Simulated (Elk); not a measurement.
# Nickel: energy against a fixed spin moment

How stiff is the moment of Nickel, and are there other minima?

Method: LDA (Perdew-Wang); all-electron APW+lo, Dirac cores, scalar-relativistic bands, in Elk 11.2.3 (patched build).

This is a report of a sequence of runs, with most program output left out.

## (1) The structure

The structure is cubic, space group Fm-3m (No. 225). Conventional cell: a = 3.524 Å, b = 3.524 Å, c = 3.524 Å, α = 90.00°, β = 90.00°, γ = 90.00°. Nearest to Ni lie 12 Ni at 2.49 Å.

## (2) Unconstrained state

The free run shows where the moment settles by itself and gives the state from which the held runs start.

The last three numbers of an atom's line are a seed field in its sphere. It points against the wanted moment and shrinks by the factor reducebf each loop.

The input, elk.in:

```
tasks
  0

xctype
  3

rgkmax
  7.0

nempty
  14

swidth
  0.005

reducebf
  0.5

epsengy
  1e-05

maxscl
  120

lmaxi
  2

spinpol
  .true.

sppath
  './'

avec
  0.00000000000 3.32957459939 3.32957459939
  3.32957459939 0.00000000000 3.32957459939
  3.32957459939 3.32957459939 0.00000000000

atoms
  1
  'Ni.in'
  1
  0.0000000000 0.0000000000 0.0000000000   0.000000 0.000000 -0.050000

ngridk
  12 12 12
```

On the command line:

```sh
> OMP_NUM_THREADS=2 elk
```

Elapsed: 15 s, on 2 threads of Arm Neoverse V2, shared host; peak memory 0.05 GiB; 28 s of CPU time.

This step gave:

```
density of states at the Fermi level : 1.784 states/eV/cell
moment between the spheres           : -0.01804 μB
magnetization                        : 0.5582 μB
final state                          : ferromagnetic
largest moment                       : 0.5762 μB
```

After 18 cycles the largest moment stands at 0.576 μB.

## (3) Moment fixed at 0.386 μB

Holding the total moment away from its free value maps the energy around and beyond the minimum.

A uniform field is adjusted until the total moment meets the target; the run goes on from the state before.

elk.in, as its differences from that of step 2:

```diff
@@ -1,3 +1,3 @@
 tasks
-  0
+  1
 
@@ -30,2 +30,11 @@
 
+fsmtype
+  1
+
+momfix
+  0.000000 0.000000 0.386000
+
+taufsm
+  0.005
+
 sppath
@@ -42,3 +51,3 @@
   1
-  0.0000000000 0.0000000000 0.0000000000   0.000000 0.000000 -0.050000
+  0.0000000000 0.0000000000 0.0000000000   0.000000 0.000000 -0.000050
```

On the command line:

```sh
> OMP_NUM_THREADS=2 elk
```

Wall time 92 s (2 threads); peak memory 0.05 GiB; 2.9 min of CPU time.

This step gave:

```yaml
magnetization: 0.3860 μB
```

It lies 3.62 meV a cell above the free run.

## (4) Moment fixed at 0.579 μB

elk.in, as its differences from that of step 3:

```diff
@@ -34,3 +34,3 @@
 momfix
-  0.000000 0.000000 0.386000
+  0.000000 0.000000 0.579000
```

On the command line:

```sh
> OMP_NUM_THREADS=2 elk
```

The job ended after 27 s (2 threads; peak memory 0.05 GiB).

This step gave:

```
magnetization : 0.5789 μB
```

Its energy is that of the free run within the threshold.

## (5) Moment fixed at 0.965 μB

elk.in, as its differences from that of step 4:

```diff
@@ -34,3 +34,3 @@
 momfix
-  0.000000 0.000000 0.579000
+  0.000000 0.000000 0.965000
```

On the command line:

```sh
> OMP_NUM_THREADS=2 elk
```

Elapsed: 57 s, on 2 threads; peak memory 0.05 GiB; 1.8 min of CPU time.

Numbers from this step:

```
magnetization : 0.9649 μB
```

It lies 86.9 meV a cell above the free run.

## (6) Moment fixed at 0.193 μB

elk.in, as its differences from that of step 5:

```diff
@@ -34,3 +34,3 @@
 momfix
-  0.000000 0.000000 0.965000
+  0.000000 0.000000 0.193000
```

On the command line:

```sh
> OMP_NUM_THREADS=2 elk
```

The job ended after 98 s (2 threads; peak memory 0.05 GiB).

A smaller mixing step or another start is the usual next try.

After 120 loops the RMS change of the potential stands at 2e-04 Ha, and it does not fall steadily.

## (7) All moments

In all 7 moments were held (0, 0.193, 0.386, 0.579, 0.772, 0.965, 1.158 μB), each run going on from a saved state. The curve holds those that converged and the free run; sizes are given without sign.

The energy over the lowest by total spin moment:

| total spin moment (μB a cell) | energy over the lowest (meV a cell) |
| --- | --- |
| 0.386 | 3.62 |
| 0.558 | 0 |
| 0.579 | 0.189 |
| 0.772 | 16.3 |
| 0.965 | 86.9 |

Slope dE/dM read from the holding field against total spin moment:

| total spin moment (μB a cell) | slope dE/dM read from the holding field (meV/μB) |
| --- | --- |
| 0.386 | -33.2 |
| 0.579 | 8.48 |
| 0.772 | 208 |
| 0.965 | 493 |

## (8) Results

```yaml
moment_of_the_free_run: 0.558 μB a cell
moment_of_the_lowest_point: 0.558 μB a cell
```

What this shows: The curve is lowest at 0.558 μB a cell and has risen by 86.9 meV at 0.965 μB. 3 of 7 held runs did not converge (0.193, 0, 1.158 μB), so the curve is unknown there and other minima can't be ruled out. The field's energy is not in the curve.

[Logs and program files are shortened in this print: banners, set-up blocks, solver, clock and traceback lines can be left out without a mark of their own.]

[Logs are printed without paths, hosts, clocks, repeated set-up lines and the standing remarks that a program may print on its own settings, such as how far it seeks lower states.]

[Hosts, paths, dates, database ids (printed as entryN), source tags and the programs' standing remarks are cut or masked in the printed files.]

[Where a cell is said to come from a database of computed structures, the database is the Materials Project.]
